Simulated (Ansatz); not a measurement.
# BeNi (Pm-3m): from the cell to its phonons, part 2 of 2

Wanted: phonon frequencies of BeNi (Pm-3m) and what follows from them.

Ansatz 0.2.0; DFT PBEsol, scalar-relativistic, plane waves, PAW.

So far. Step 3 (Relaxing to small forces for the phonons): The forces vanish by symmetry and the pressure is -0.002 GPa, within the tolerances set. The cell now holds 8.62 Å³/atom. The relaxed cell has a = 2.583 Å (conventional setting).

**4. Modes at Γ**

The zone centre comes first: it holds the modes that light can see, as far as symmetry allows. No field response is asked, since the mesh shows no gap.

Contents of input.yaml:

```yaml
crystal:
  lattice:
    - [2.5831122743, 0.0, 0.0]
    - [0.0, 2.5831122743, 0.0]
    - [0.0, 0.0, 2.5831122743]
  atoms:
    - { symbol: Be, position: [0.0, 0.0, 0.0] }
    - { symbol: Ni, position: [0.5, 0.5, 0.5] }
kpoints:
  mp_grid: { grid: [16, 16, 16] }
hamiltonian:
  xc: pbesol
scf:
  occupations: { method: methfessel_paxton, width: 0.15 }
output:
  eigenvalues: true
phonons:
  method: dfpt
```

The run is started by

```sh
> ansatz run input.yaml --threads 4 --pin off --max-ram 7168MiB --backend cpu --events-out ev --progress --plain --runs-dir out
```

Numbers of over 12 decimals in the logs are rounded to 6 here.

The log of the run:

```text
[...]
Crystal: 2 atoms, lattice volume = 17.236 Å³
Basis set: ecut = 420 eV, 341 PW (Γ), exchange–correlation on 36×36×36 points (8 copies of the dense FFT grid, shifted against one another)
Bands: 14, of which v1, the nominal top of the filled ones, is band 10 counted from 1 (9 counted from 0)
Symmetry: 48 space group operations
k-points: 405 of 4096 (irreducible under 8 space group operations, time reversal used)
[...]
SCF iter   1: F=—  HF=-5896.307648 eV  |F-HF|=—  |Δ(HF+E_count)|=         —  Δρ=1.81e-2  dr2=2.97e-2  ethr=1.77e-3  ⟨swp⟩=5.0  Hψ=28722  notcnv=0
[...]
SCF iter   7: F=-5896.302796 eV  HF=-5896.302796 eV  |F-HF|=1.82e-12  |Δ(HF+E_count)|=  6.37e-12  S|Δr|=    0.00e0  Δρ=3.75e-8  dr2=1.54e-13  ethr=1.00e-12  ⟨swp⟩=5.7  Hψ=24330  notcnv=0
SCF 1 converged in 7 iterations: F = -5896.302796 eV  dr2 = 1.54e-13
[...]
DFPT response loops at Γ: preconditioner auto → Kerker (q_TF=auto, 2.797 Å⁻¹) (partly filled bands, converged f_vac=0.000); β = 1.00, the filter's whole step (`scf.mixing.beta` (0.50) is not read by the response loops under this deck's `scf.mixing.preconditioner`; to damp them name `kerker` or `kerker_dos`, under which they read `scf.mixing.beta`, and type it under 1.00, their step now; both keys bind the ground state too); Broyden in place of MSR1
SCF converged after 7 iterations
[...]
Free energy (F): -5896.302796 eV
[...]
Internal energy: -5896.302547 eV  (E = F + TS)
E sigma→0 (E₀):  -5896.302734 eV
Entropy (-TS):   -0.000249 eV (-0.125 meV/atom)
Fermi energy:    15.281551 eV
Step filling:    the computed levels leave a gap of 0.0000 eV = 0.0 smearing widths at the electron count; against every level under it full and every level over it empty, smearing changes F+E_penalty+E_count by -0.729 meV and its σ→0 estimate by -0.666 meV
[...]
--- Band table (eV; the first three rows and the last of 405) ---
  k-point 0: bands = [... 6 lower, 11.5691, 13.9402, 13.9402, 13.9402, 22.2449, 22.2449, 22.2449, 29.5874]
  k-point 1: bands = [... 6 lower, 11.5851, 13.8912, 13.8912, 13.9435, 21.7406, 22.3728, 22.3728, 29.6050]
  k-point 2: bands = [... 6 lower, 11.6309, 13.7567, 13.7567, 13.9529, 20.5692, 22.7445, 22.7445, 29.6574]
  k-point 404: bands = [... 6 lower, 10.5208, 14.5711, 14.5711, 20.9467, 20.9467, 20.9467, 21.4455, 21.4455]
--- Phonons (Γ-DFPT): 2 representative perturbations + reference, on 405 of 4096 k-points (Σ response iterations 7) ---
  k mesh reduced under 8 symmetry operations, with k and −k counted as one. Each operation leaves every solved perturbation unchanged. A smaller set is not used because it would not reduce the number of displacements times k-points to solve
  ASR residual: 2.428e-5 → 0.000e0 eV/Å²; symmetrization residual: 7.925e-7 eV/Å²
  ASR residual per site (eV/Å²): 2.09e-5 2.43e-5
  Γ frequencies (cm⁻¹): 0.00 0.00 0.00 499.04 499.04 499.04
  non-analytic LO–TO correction: not included (Born effective charges unavailable; polar crystals: no LO–TO splitting at Γ)
```

Elapsed: 6.8 s, on 4 threads of Arm Neoverse V2, shared host; peak memory 0.58 GiB; 24 s of CPU time.

Numbers from this step:

```
sum-rule residual before enforcement                    : 2.43e-5 eV/Å²
point group                                             : m-3m
highest optical mode at the zone centre (no LO-TO term) : 499.0 cm⁻¹
lowest optical zone-centre mode                         : 499.0 cm⁻¹
```

Patterns of degenerate modes are one choice out of their space. The modes at Γ (shares of kinetic energy by element, %):

```csv
mode,frequency (cm⁻¹),symmetry,Be %,Ni %
1,0.0,acoustic,13,87
2,0.0,acoustic,13,87
3,0.0,acoustic,13,87
4,499.0,T1u,87,13
5,499.0,T1u,87,13
6,499.0,T1u,87,13
```

Displacements in mode 6 (499.0 cm⁻¹), the largest set to 1:
```
Be1  0.00  1.00  0.00
Ni2  0.00 -0.15  0.00
```

Before it was imposed, the acoustic sum rule was missed by 2.4e-5 eV/Å². Small misses are needed for a sound result but don't prove that mesh and cutoff are converged. The lowest optical mode is real, 499 cm⁻¹.

**5. The dispersion**

Stability and thermal properties need the whole zone. Linear response on a 4×4×4 q mesh gives force constants as far as a supercell of that size would.

Changes to input.yaml since step 4:

```diff
@@ -18 +18,8 @@
   method: dfpt
+  qmesh: [4, 4, 4]
+  temperatures: { t_max: 1000, t_step: 50 }
+  qpath:
+    path:
+      - [[0.0, 0.0, 0.0], [0.0, 0.5, 0.0], [0.5, 0.5, 0.0], [0.0, 0.0, 0.0], [0.5, 0.5, 0.5], [0.0, 0.5, 0.0]]
+      - [[0.5, 0.5, 0.5], [0.5, 0.5, 0.0]]
+    npoints: 10
```

The log of the run:

```text
[...]
Crystal: 2 atoms, lattice volume = 17.236 Å³
Basis set: ecut = 420 eV, 341 PW (Γ), exchange–correlation on 36×36×36 points (8 copies of the dense FFT grid, shifted against one another)
Bands: 14, of which v1, the nominal top of the filled ones, is band 10 counted from 1 (9 counted from 0)
Symmetry: 48 space group operations
k-points: 165 of 4096
[...]
SCF iter   1: F=—  HF=-5896.307658 eV  |F-HF|=—  |Δ(HF+E_count)|=         —  Δρ=1.81e-2  dr2=2.96e-2  ethr=1.77e-3  ⟨swp⟩=5.0  Hψ=11716  notcnv=0
[...]
SCF iter   7: F=-5896.302796 eV  HF=-5896.302796 eV  |F-HF|=0.00e0  |Δ(HF+E_count)|=  1.18e-11  S|Δr|=    0.00e0  Δρ=3.86e-8  dr2=1.70e-13  ethr=1.00e-12  ⟨swp⟩=5.8  Hψ=9950  notcnv=0
SCF 1 converged in 7 iterations: F = -5896.302796 eV  dr2 = 1.70e-13
[...]
SCF iter   1: F=—  HF=-5896.302793 eV  |F-HF|=—  |Δ(HF+E_count)|=         —  Δρ=4.50e-7  dr2=1.73e-11  ethr=4.51e-8  ⟨swp⟩=3.0  Hψ=18412  notcnv=0
eigensolver tolerance schedule: the retry pair's looser diagonalisation over-reported the residual by 522975.69 of it (diagonalisation noise at an unbounded share of the residual, at the tolerance the schedule requests for it); recorded, not acted on — ethr = c·dr2/N_el stays at c = 1.0e-1
[...]
SCF iter   2: F=—  HF=-5896.302796 eV  |F-HF|=—  |Δ(HF+E_count)|=   3.08e-6  S|Δr|=    0.00e0  Δρ=3.92e-7  dr2=1.26e-11  ethr=1.00e-12  ⟨swp⟩=2.8  Hψ=4660  notcnv=0
SCF iter   3: F=-5896.302796 eV  HF=-5896.302796 eV  |F-HF|=5.46e-12  |Δ(HF+E_count)|=  3.64e-12  S|Δr|=    0.00e0  Δρ=1.97e-7  dr2=3.04e-12  ethr=1.00e-12  ⟨swp⟩=3.4  Hψ=6793  notcnv=0
SCF 2 converged in 3 iterations: F = -5896.302796 eV  dr2 = 3.04e-12
phonons: the bands overlap, so this run is a metal and interpolates without the dipole-dipole term. If the crystal is really an insulator or semiconductor, its LO-TO splitting is missing
NSCF: frozen V_eff on 165 k-points
[...]
DFPT response loops at q = (0, 0, 0) (fractional): preconditioner auto → Kerker (q_TF=auto, 2.797 Å⁻¹) (partly filled bands, converged f_vac=0.000); β = 1.00, the filter's whole step (`scf.mixing.beta` (0.50) is not read by the response loops under this deck's `scf.mixing.preconditioner`; to damp them name `kerker` or `kerker_dos`, under which they read `scf.mixing.beta`, and type it under 1.00, their step now; both keys bind the ground state too); Broyden in place of MSR1
[...]
SCF converged after 7 iterations
[...]
Free energy (F): -5896.302796 eV
[...]
Internal energy: -5896.302547 eV  (E = F + TS)
E sigma→0 (E₀):  -5896.302734 eV
Entropy (-TS):   -0.000249 eV (-0.125 meV/atom)
Fermi energy:    15.281551 eV
[...]
--- Band table (eV; the first three rows and the last of 165) ---
  k-point 0: bands = [... 6 lower, 11.5691, 13.9402, 13.9402, 13.9402, 22.2449, 22.2449, 22.2449, 29.5874]
  k-point 1: bands = [... 6 lower, 11.5851, 13.8912, 13.8912, 13.9435, 21.7406, 22.3728, 22.3728, 29.6050]
  k-point 2: bands = [... 6 lower, 11.6309, 13.7567, 13.7567, 13.9529, 20.5692, 22.7445, 22.7445, 29.6574]
  k-point 164: bands = [... 6 lower, 10.5208, 14.5711, 14.5711, 20.9467, 20.9467, 20.9467, 21.4455, 21.4455]
--- Phonons (Γ-DFPT): 2 representative perturbations + reference (Σ response iterations 7) ---
  ASR residual: 2.787e-5 → 0.000e0 eV/Å²; symmetrization residual: 8.905e-7 eV/Å²
  ASR residual per site (eV/Å²): 2.05e-5 2.79e-5
  Γ frequencies (cm⁻¹): 0.00 0.00 0.00 499.04 499.04 499.04
--- Phonons (arbitrary-q DFPT): 10 irreducible q on the 4×4×4 mesh ---
  q = [0.0000, 0.0000, 0.0000] (star 1, of the zone-centre solve; hermiticity 2.49e-7, symmetrization 2.67e-12): -0.00 0.00 0.00 499.04 499.04 499.04
  q = [0.0000, 0.0000, 0.2500] (star 6, 4 solved perturbations in 4032 linear systems a pass and spin channel, the states on 1296 of 4096 k-point pairs; hermiticity 3.85e-8, symmetrization 5.58e-13): 139.08 139.08 196.16 502.03 502.03 502.27
[...]
q = [0.0000, 0.2500, -0.5000] (star 12, 6 solved perturbations on 1296 of 4096 k-point pairs; hermiticity 8.53e-8, symmetrization 1.62e-14): 188.30 203.15 229.67 495.11 503.05 503.29
[...]
sum rule: each row above includes the acoustic sum rule's correction from the zone centre's row sums; it moved no ω² by more than (0.79 cm⁻¹)²
  mesh force constants: q→R imaginary residual 2.35e-18; ASR residual 2.787e-5 → 0.000e0 eV/Å²; symmetrization residual 3.331e-15 eV/Å²
  interpolated dispersion: 62 rows × 6 modes
  density of states and harmonic sums: on the 24×24×24 q-mesh, interpolated from the force constants of a 4×4×4 supercell (no non-analytic term)
  largest difference from the sums on the solved wave vectors: F 1.04e-2 eV, S 1.44e-5 and C_V 4.02e-6 eV/K
  zero-point energy: 0.130541 eV/cell   skipped modes (ω ≤ 0): 3   left out of the sums: 3.62e-5 of the cell's modes: C_V's classical limit lies that fraction below 3 k_B per atom; for a crystal, a wire or a layer, F and S can be off by more, and a phonons.interpolated_qmesh denser along its periods is the remedy for the sampling
```

Run time: 3.3 min. Hardware: 4 threads; peak memory 1.7 GiB.

This step gave:

```yaml
sum_rule_residual_before_enforcement: 2.79e-5 eV/Å²
lowest_frequency_on_the_path: 0 cm⁻¹
highest_frequency_on_the_path_or_at_a_solved_wavevector: 526.6 cm⁻¹
mean_frequency: 351 cm⁻¹
debye_temperature_second_moment: 711 K
logarithmic_mean_frequency: 313.5 cm⁻¹
lowest_mode_on_the_q_mesh_acoustic_modes_at_gamma_apart: 139.1 cm⁻¹
zero_point_energy_per_atom: 65.27 meV
heat_capacity_at_300_k: 19.39 J/(mol atoms K)
vibrational_entropy_at_300_k: 17.89 J/(mol atoms K)
edges_of_the_widest_gap_between_branches_on_path_and_mesh: 273.7, 480.8 cm⁻¹
```

Frequencies (cm⁻¹) solved at each irreducible wavevector; negative means imaginary. Frequencies by wavevector, by row:

```csv
q in reciprocal lattice units,star,mode 1,mode 2,mode 3,mode 4,mode 5,mode 6
0 0 0,1,0,0,0,499,499,499
0 0 0.25,6,139.1,139.1,196.2,502,502,502.3
0 0 -0.5,3,197,197,273.7,506.4,506.4,526.6
0 0.25 0.25,12,139.8,172.7,233.9,494.9,499.7,513.3
0 0.25 -0.5,12,188.3,203.2,229.7,495.1,503.1,503.3
0 -0.5 -0.5,3,179.3,179.3,211,480.8,499.6,499.6
0.25 0.25 0.25,8,192.8,192.8,233.1,499.1,499.1,504
0.25 0.25 -0.5,12,203.2,224.9,230.4,494.8,503.8,504.5
0.25 -0.5 -0.5,6,229.2,231.3,231.3,498.4,503.4,503.4
-0.5 -0.5 -0.5,1,251.6,251.6,251.6,507.1,507.1,507.1
```

Interpolated from a 4×4×4 q mesh. Phonon branches along the path, in cm⁻¹:

```csv
point,branch 1,branch 2,branch 3,branch 4,branch 5,branch 6
Γ,0,0,0,499,499,499
halfway,139,139,196,502,502,502
X,197,197,274,506,506,527
halfway,188,203,230,495,503,503
M,179,179,211,481,500,500
halfway,140,173,234,495,500,513
Γ,0,0,0,499,499,499
halfway,193,193,233,499,499,504
R,252,252,252,507,507,507
halfway,203,225,230,495,504,504
X,197,197,274,506,506,527
jump to R,252,252,252,507,507,507
halfway,229,231,231,498,503,503
M,179,179,211,481,500,500
```

The phonon branches as a text plot (rows in cm⁻¹):

```
    516 |    *******      ******    ****    ******** *******
    494 |******   ***************************    *******   ******
    472 |              **                                       *
    450 |
    428 |
    406 |
    384 |
    362 |
    340 |
    318 |
    296 |
    274 |      ***                                      **
    252 |     *   **                        *******   **  **
    230 |    *            ****         ******     ****      **
    208 |         *********   *      **  **        ******     ***
    187 |   *  **********  **  *        *            *****     **
    165 |    **          **  *         *
    143 |   *              ****     *
    121 |  *                  ***    **
     99 |  *                   *    *
     77 | *                     ** *
     55 | *                        *
     33 |*                       *
     11 |                         *
         Γ      X      M          Γ            R        X|R     M
```

The phonon density of states has structure finer than the step of the table below, so its rows give means over 25 cm⁻¹, whole bins alone (the curve runs from 2.5 to 528 cm⁻¹). Peaks (cm⁻¹: height): 232.5: 0.0527, 502.5: 0.212.

Tetrahedra on a 24×24×24 mesh, mean over bins of 5 cm-1. Interpolated from a 4×4×4 q mesh. Phonon density of states against wavenumber; means over each step:

```csv
wavenumber (cm⁻¹),phonon density of states (1/cm⁻¹/cell)
25,9.1e-5
50,4.3e-4
75,0.00105
100,0.00212
125,0.00407
150,0.00818
175,0.0203
200,0.0333
225,0.0356
250,0.0141
275,7.0e-4
300,0
325,0
350,0
375,0
400,0
425,0
450,0
475,0.00192
500,0.112
```

The partial phonon density of states has structure finer than the step of the table below, so its rows give means over 20 cm⁻¹, whole bins alone (the curve runs from -10 to 552 cm⁻¹). Peaks (cm⁻¹: height): Be 502.5: 0.160; Ni 195.0: 0.0323, 233.9: 0.0422, 499.0: 0.0133.

Phonopy on the run's constants, 21x21x21 mesh, Gaussian sigma 4.0 cm-1. Interpolated from a 4×4×4 q mesh. Partial phonon density of states against wavenumber; means over each step; values in 1/cm⁻¹/cell:

```csv
wavenumber (cm⁻¹),Be,Ni
0,0,1.4e-5
20,6.1e-6,5.1e-5
40,3.5e-5,2.3e-4
60,9.1e-5,6.4e-4
80,1.5e-4,0.00111
100,2.4e-4,0.00187
120,3.8e-4,0.00312
140,6.2e-4,0.00550
160,0.00107,0.0102
180,0.00200,0.0223
200,0.00164,0.0316
220,0.00162,0.0300
240,0.00125,0.0294
260,1.2e-4,0.00443
280,3.0e-6,2.7e-4
300,0,0
320,0,0
340,0,0
360,0,0
380,0,0
400,0,0
420,0,0
440,0,0
460,1.4e-6,0
480,0.00804,4.1e-4
500,0.115,0.00838
520,0.0182,4.4e-4
540,5.5e-5,2.0e-7
```

Second derivatives of the energy by pair, one row for each kind of neighbour of each atom listed. Each entry sums the pair over the periodic images of the supercell that the q mesh stands for, and in a polar crystal it holds the long-range dipole part too. Force constants by pair, by row:

```csv
atom,neighbour,distance (Å),third of the trace (eV/Å²),along the pair's line (eV/Å²)
Be1,itself,0,7.906,–
Be1,Ni,2.237,-0.8432,-2.595
Be1,Be,2.583,-0.0049,0.0312
Be1,Be,3.653,-0.0013,-0.0711
Be1,Ni,4.284,-0.0183,-0.0377
Be1,Be,4.474,-0.0957,-0.2645
Be1,Be,5.166,-0.0049,0.0081
Be1,Ni,5.63,0.0029,0.0109
Be1,Be,5.776,0.0038,0.0065
Ni2,itself,0,11.79,–
Ni2,Be,2.237,-0.8432,-2.595
Ni2,Ni,2.583,-0.619,-1.839
Ni2,Ni,3.653,-0.1048,-0.2642
Ni2,Be,4.284,-0.0183,-0.0377
Ni2,Ni,4.474,0.0334,0.0965
Ni2,Ni,5.166,0.0163,0.1692
Ni2,Be,5.63,0.0029,0.0109
Ni2,Ni,5.776,0.0121,-0.0086
```

Harmonic thermodynamic functions per atom, from the density of states. Interpolated from a 4×4×4 q mesh. Thermodynamic functions, by row:

```csv
T (K),F_vib (meV/atom),S (J/mol-atom/K),C_V (J/mol-atom/K)
0,65.27,0,0
50,65.22,0.461,1.619
100,64.34,3.249,7.024
200,57.07,10.84,15.13
300,42.09,17.89,19.39
400,20.4,23.79,21.5
500,-6.88,28.72,22.64
600,-38.88,32.91,23.3
700,-74.91,36.53,23.71
800,-114.5,39.72,23.99
900,-157.1,42.56,24.18
1000,-202.6,45.11,24.33
```

Harmonic mean-square displacement, third of the trace. Interpolated from a 4×4×4 q mesh. Mean square displacements, by row:

```csv
T (K),Be1 U_eq (Å²),Ni2 U_eq (Å²)
0,0.00417,0.00145
100,0.00438,0.00175
300,0.00617,0.00368
600,0.01031,0.00703
```

Symmetry leaves 10 wavevectors to solve. The lowest mode among them, the acoustic zeros apart, lies at q = (0, 0, 0.25) and is real, 139 cm⁻¹.

**6. Outcome**

```yaml
space_group_after_relaxation_within_0p01_a: Pm-3m
volume_per_atom: 8.62 Å³
electronic_character: no gap on this mesh
highest_optical_mode_at_the_zone_centre_no_lo_to_term: 499 cm⁻¹
lowest_optical_zone_centre_mode: 499 cm⁻¹
lowest_mode_on_the_q_mesh_acoustic_modes_at_gamma_apart: 139 cm⁻¹
highest_frequency_on_the_path_or_at_a_solved_wavevector: 527 cm⁻¹
zero_point_energy_per_atom: 65.3 meV
heat_capacity_at_300_k: 19.4 J/(mol atoms K)
vibrational_entropy_at_300_k: 17.9 J/(mol atoms K)
debye_temperature_second_moment: 711 K
imaginary_modes_on_the_4x4x4_q_mesh: none
```

**Reading.** The structure is a minimum as far as tested: no mode is imaginary at the 10 irreducible wavevectors of the 4×4×4 mesh, and the softest away from the acoustic zeros lies at 139 cm⁻¹. The optical modes at Γ form one degenerate level at 499 cm⁻¹. The highest mode in this list at Γ, 499.0 cm⁻¹, is mostly motion of Be (87 % of the kinetic energy). On the path and the mesh, the widest gap between branches runs from 274 to 481 cm⁻¹. With no gap, or one that is small against the smearing, the frequencies hang on the k mesh and the smearing, most of all near Kohn anomalies. The phonon runs are without spin polarisation, although Ni often carries a moment. These are harmonic frequencies at zero temperature: anharmonic shifts, linewidths and thermal expansion are left out.

[Logs are printed without paths, hosts, clocks, repeated set-up lines and the standing remarks that a program may print on its own settings, such as how far it seeks lower states.]

[Hosts, paths, dates, database ids (printed as entryN), source tags and the programs' standing remarks are cut or masked in the printed files.]
